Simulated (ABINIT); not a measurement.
# A GW chain in ABINIT: Rb2Pd (Fm-3m), part 3 of 3

How does a plane-wave GW calculation on Rb2Pd (Fm-3m) run from the first input to the gap?

ABINIT 10.8.3; PBEsol and many-body steps on it, plane waves. Known limits of the many-body steps: not at the basis limit; no spin polarisation; d states lean on the start; no spin-orbit coupling; coarse k mesh.

So far. Step 4 (Empty states on the mesh, 2×2×2 mesh, 120 bands): On this mesh the gap is 0.859 eV. Step 5 (Screening, 2×2×2 mesh, 110 bands, screening to 106.1 eV): Local fields lower ε∞ by 32 %. On a Γ-centred mesh this coarse the value itself is usually too large, while a short band sum pulls it down.

In doubt: a PseudoDojo file used here is known to give poor structures and forces, which bears on pressures, cells, forces and phonons.

## 6. Self-energy, 2×2×2 mesh, 110 bands, screening to 106.1 eV

The self-energy is evaluated for the states that the input lists, and the levels follow from it, in one-shot runs by the linearised quasiparticle equation.

This step: G0W0 on PBEsol, plane waves, norm-conserving pseudopotentials.

File run.abi:

```
acell 3*1.0 Angstrom
rprim 
  -0.000000000000 4.123218000000 4.123218000000
  4.123218000000 0.000000000000 4.123218000000
  4.123218000000 4.123218000000 0.000000000000
ntypat 2
znucl 37 46
natom 3
typat 1 1 2
xred 
  0.250000000000 0.250000000000 0.250000000000
  0.750000000000 0.750000000000 0.750000000000
  0.000000000000 0.000000000000 0.000000000000
pp_dirpath "pseudos"
pseudos "Rb.upf, Pd.upf"
ecut 37
ngkpt 2 2 2
nshiftk 1
shiftk 0 0 0
kptopt 1
chksymbreak 0
istwfk *1
occopt 1
irdwfk 1
optdriver 4
nband 110
gwcalctyp 0
ecutsigx 37
symsigma 1
nkptgw 3
kptgw 
  0.5000000000 0.5000000000 0.0000000000
  0.5000000000 0.0000000000 0.0000000000
  0.0000000000 0.0000000000 0.0000000000
bdgw 
  17 20
  16 21
  16 21
ecuteps 3.9
irdscr 1
ppmodel 1
indata_prefix "in"
outdata_prefix "out"
tmpdata_prefix "tmp"
```

Started as:

```sh
$ OMP_NUM_THREADS=1 mpirun -n 4 abinit run.abi > log
```

Numbers of over 12 decimals in the logs are rounded to 6 here.

The log of the run:

```text
.Version 10.8.3 of ABINIT. v10.8.2 released Aug 2026.

 Symmetries : space group Fm -3 m (#225); Bravais cF (face-center cubic)
[... echo of the input left out ...]
== DATASET  1 ==================================================================
-   mpi_nproc: 4, omp_nthreads: 1 (-1 if OMP is not activated)

--- !DatasetInfo
iteration_state: {dtset: 1, }
dimensions: {natom: 3, nkpt: 3, mband: 110, nsppol: 1, nspinor: 1, nspden: 1, mpw: 10200, }
cutoff_energies: {ecut:  37.0, pawecutdg:  -1.0, }
electrons: {nelect:   3.60000000E+01, charge:   0.00000000E+00, occopt:   1.00000000E+00, tsmear:   1.00000000E-02, }

 SIGMA: Calculation of the GW corrections

 Based on a program developped by R.W. Godby, V. Olevano, G. Onida, and L. Reining.
 Incorporated in ABINIT by V. Olevano, G.-M. Rignanese, and M. Torrent.
.Using double precision arithmetic ; gwpc =  8

[... cell and pseudopotentials left out ...]
--------------------------------------------------------------------------------

 ==== K-mesh for the wavefunctions ====
 Number of points in the irreducible wedge :     3
[... list of points left out ...]
 Together with 48 symmetry operations and time-reversal symmetry
 yields     8 points in the full Brillouin Zone.

 ==== Q-mesh for screening function ====
 Number of points in the irreducible wedge :     3
[... list of points left out ...]
 Together with 48 symmetry operations and time-reversal symmetry
 yields     8 points in the full Brillouin Zone.

 vcoul_init : cutoff-mode = AUXILIARY_FUNCTION
 q-points for optical limit:   1
     1)      0.000010    0.000020    0.000030
 setmesh: FFT mesh size selected  =    64x   64x   64
          total number of points  =       262144

 Number of electrons calculated from density =   36.0000; Expected =   36.0000
 average of density, n =  0.038051
 r_s =    1.8444
 omega_plasma =   18.8165 [eV]

 === KS Band Gaps ===
  >>>> For spin  1
   Minimum direct gap =   0.8896 [eV], located at k-point      :   0.5000  0.5000  0.0000
   Fundamental gap    =   0.8589 [eV], Top of valence bands at :   0.5000  0.5000  0.0000
                                       Bottom of conduction at :   0.5000  0.0000  0.0000
 SIGMA fundamental parameters:
 PLASMON POLE MODEL  1
 number of plane-waves for SigmaX                10081
 number of plane-waves for SigmaC and W            331
 number of plane-waves for wavefunctions         10081
 number of bands                                   110
 number of independent spin polarizations            1
 number of spinorial components                      1
 number of k-points in IBZ                           3
 number of q-points in IBZ                           3
 number of symmetry operations                      48
 number of k-points in BZ                            8
 number of q-points in BZ                            8
 number of frequencies for dSigma/dE                 9
 frequency step for dSigma/dE [eV]                0.25
 number of omega for Sigma on real axis              0
 max omega for Sigma on real axis  [eV]           0.00
 zcut for avoiding poles [eV]                     0.10

 EPSILON^-1 parameters (SCR file):
 dimension of the eps^-1 matrix on file            331
 dimension of the eps^-1 matrix used               331
 number of plane-waves for wavefunctions         10081
 number of bands                                   110
 number of q-points in IBZ                           3
 number of frequencies                               2
 number of real frequencies                          1
 number of imag frequencies                          1

 matrix elements of self-energy operator (all in [eV])

 Perturbative Calculation

--- !SelfEnergy_ee
iteration_state: {dtset: 1, }
kpoint     : [   0.500,    0.500,    0.000, ]
spin       : 1
KS_gap     :    0.890
QP_gap     :    1.693
Delta_QP_KS:    0.803
data: !SigmaeeData |
     Band     E0 <VxcDFT>   SigX SigC(E0)      Z dSigC/dE  Sig(E)    E-E0       E
       17   0.844 -21.418 -26.331   5.008   0.701  -0.426 -21.352   0.066   0.910
       18   1.335  -9.673 -10.318   0.226   0.766  -0.306  -9.994  -0.321   1.014
       19   2.225  -6.868  -3.364  -2.893   0.787  -0.270  -6.387   0.482   2.707
       20   3.809  -7.522  -4.450  -2.884   0.786  -0.272  -7.374   0.148   3.957

--- !SelfEnergy_ee
iteration_state: {dtset: 1, }
kpoint     : [   0.500,    0.000,    0.000, ]
spin       : 1
KS_gap     :    1.190
QP_gap     :    1.674
Delta_QP_KS:    0.484
data: !SigmaeeData |
     Band     E0 <VxcDFT>   SigX SigC(E0)      Z dSigC/dE  Sig(E)    E-E0       E
       16   0.813 -21.358 -26.412   5.126   0.702  -0.425 -21.308   0.050   0.863
       17   0.813 -21.358 -26.412   5.126   0.702  -0.425 -21.308   0.050   0.863
       18   1.004 -13.070 -15.087   1.733   0.746  -0.340 -13.282  -0.211   0.793
       19   2.194  -6.255  -3.035  -2.875   0.791  -0.265  -5.982   0.272   2.467
       20   4.586  -8.161  -4.103  -3.075   0.780  -0.282  -7.395   0.767   5.353
       21   4.586  -8.161  -4.103  -3.075   0.780  -0.282  -7.395   0.767   5.353

--- !SelfEnergy_ee
iteration_state: {dtset: 1, }
kpoint     : [   0.000,    0.000,    0.000, ]
spin       : 1
KS_gap     :    3.013
QP_gap     :    3.621
Delta_QP_KS:    0.608
data: !SigmaeeData |
     Band     E0 <VxcDFT>   SigX SigC(E0)      Z dSigC/dE  Sig(E)    E-E0       E
       16   0.839 -21.484 -26.554   5.150   0.702  -0.425 -21.428   0.055   0.895
       17   0.839 -21.484 -26.554   5.150   0.702  -0.425 -21.428   0.055   0.895
       18   0.839 -21.484 -26.554   5.150   0.702  -0.425 -21.428   0.055   0.895
       19   3.852  -7.445  -3.579  -3.022   0.787  -0.271  -6.781   0.664   4.516
       20   3.852  -7.445  -3.579  -3.022   0.787  -0.271  -6.781   0.664   4.516
       21   3.852  -7.445  -3.579  -3.022   0.787  -0.271  -6.781   0.664   4.516

 New Fermi energy :        6.395978E-02 Ha ,    1.740434E+00 eV

 === QP Band Gaps ===
  >>>> For spin  1
   Minimum direct gap =   1.6736 [eV], located at k-point      :   0.5000  0.0000  0.0000
   Fundamental gap    =   1.4526 [eV], Top of valence bands at :   0.5000  0.5000  0.0000
                                       Bottom of conduction at :   0.5000  0.0000  0.0000

== END DATASET(S) ==============================================================
================================================================================

 -outvars: echo values of variables after computation  --------
           etotal      0.0000000000E+00
            nband         110
             nkpt           3
          spgroup         225
 [... the other variables as echoed above ...]

 Calculation completed.
```

It took 14 s on 4 MPI ranks of Arm Neoverse V1, shared host; peak memory 1.1 GiB; 56 s of CPU time.

This step gave:

```
G0W0 gap on the points computed              : 1.453 eV
starting gap on the mesh                     : 0.8591 eV
k of the valence top                         : 0.5, 0.5, 0
k of the conduction bottom                   : 0.5, 0, 0
Z at the valence top                         : 0.766
Z at the conduction bottom                   : 0.791
least direct G0W0 gap on the computed points : 1.604 eV
```

The gap on the mesh goes from 0.86 eV to 1.45 eV, a correction of +0.59 eV.

Limits: finite bands, cutoff and mesh; no spin polarisation; d states lean on the start; no spin-orbit coupling; coarse k mesh. v1 is the top filled band, c1 the lowest empty one. The levels before and after the correction (eV, zero at the valence-band top of each column):

|  | conduction bottom | valence top |
| --- | --- | --- |
| Kohn-Sham | 0.86 | 0.00 |
| G0W0 | 1.45 | 0.00 |

|  | level | energy (eV) |
| --- | --- | --- |
| Kohn-Sham | (0.5 0.5 0) v2 | -0.491 |
| Kohn-Sham | (0.5 0.5 0) v1 | 0.000 |
| Kohn-Sham | (0.5 0.5 0) c1 | 0.890 |
| Kohn-Sham | (0.5 0.5 0) c2 | 2.474 |
| Kohn-Sham | (0.5 0 0) v3-v2 | -0.522 |
| Kohn-Sham | (0.5 0 0) v1 | -0.331 |
| Kohn-Sham | (0.5 0 0) c1 | 0.859 |
| Kohn-Sham | (0.5 0 0) c2-c3 | 3.251 |
| G0W0 | (0.5 0.5 0) v2 | -0.104 |
| G0W0 | (0.5 0.5 0) v1 | 0.000 |
| G0W0 | (0.5 0.5 0) c1 | 1.693 |
| G0W0 | (0.5 0.5 0) c2 | 2.943 |
| G0W0 | (0.5 0 0) v3-v2 | -0.151 |
| G0W0 | (0.5 0 0) v1 | -0.221 |
| G0W0 | (0.5 0 0) c1 | 1.453 |
| G0W0 | (0.5 0 0) c2-c3 | 4.339 |

## 7. Where the time went

Times are wall times on the hardware named with each run, good to a factor of about two.

```csv
step,time,share,memory (GiB)
ground state,37 s,21 %,0.59
bands along the symmetry lines,62 s,37 %,0.53
empty states on the mesh,44 s,26 %,0.35
screening,14 s,8 %,1.1
self-energy,14 s,8 %,1.1
```

## 8. Summary of results

| Property | Result |
| --- | --- |
| PBEsol gap | 0.86 eV, indirect (only 35 meV under the direct gap) |
| G0W0 gap on the mesh | 1.45 eV |
| GW settings | 2×2×2 mesh, 110 bands, screening to 106.1 eV, Godby-Needs plasmon pole |
| known limits | not at the basis limit; no spin polarisation; d states lean on the start; no spin-orbit coupling; coarse k mesh |

**Reading.** G0W0 moves the gap on the mesh from 0.86 eV to 1.45 eV (+0.59 eV), with Z of 0.77 and 0.79 at the edges. Local fields lower the RPA ε∞ on this mesh from 32.03 to 21.88; a Γ-centred mesh this coarse tends to raise both, most where the direct gap is narrow, while a short band sum lowers them. Bands and cutoff are finite, so the gap is not at the basis limit. The miss can reach some tenths of an eV and take either sign; the mesh is an error of its own. The 2×2×2 mesh is coarse for this cell, which bears on the long-range parts of exchange and screening. The runs have no spin polarisation. For a closed low-spin shell that is the natural state; where a d or f shell is open it is a constraint, and the gap is then not the crystal's own. With d states at the gap, one-shot GW leans hard on its start. The many-body steps are scalar-relativistic: spin-orbit coupling is not in them.

[Paths, hosts, dates, memory and timing lines, banners, echoed tables and standing remarks are left out of the program output.]

[Logs are printed without paths, hosts, clocks, repeated set-up lines and the standing remarks that a program may print on its own settings, such as how far it seeks lower states.]

[Runs of the session that timed out or met a known fault of the program may be left out.]

[Hosts, paths, dates, database ids (printed as entryN), source tags and the programs' standing remarks are cut or masked in the printed files.]

[G0W0 gaps are taken among the corrected bands and points alone; a level outside them can change the order at an edge.]

[Where Ansatz stands beside ABINIT at settings called matched, ABINIT's density can come from a denser mesh and the files from another edition; pairs whose starting gaps differed by over 0.03 eV were left out, so agreement reads better than it is.]
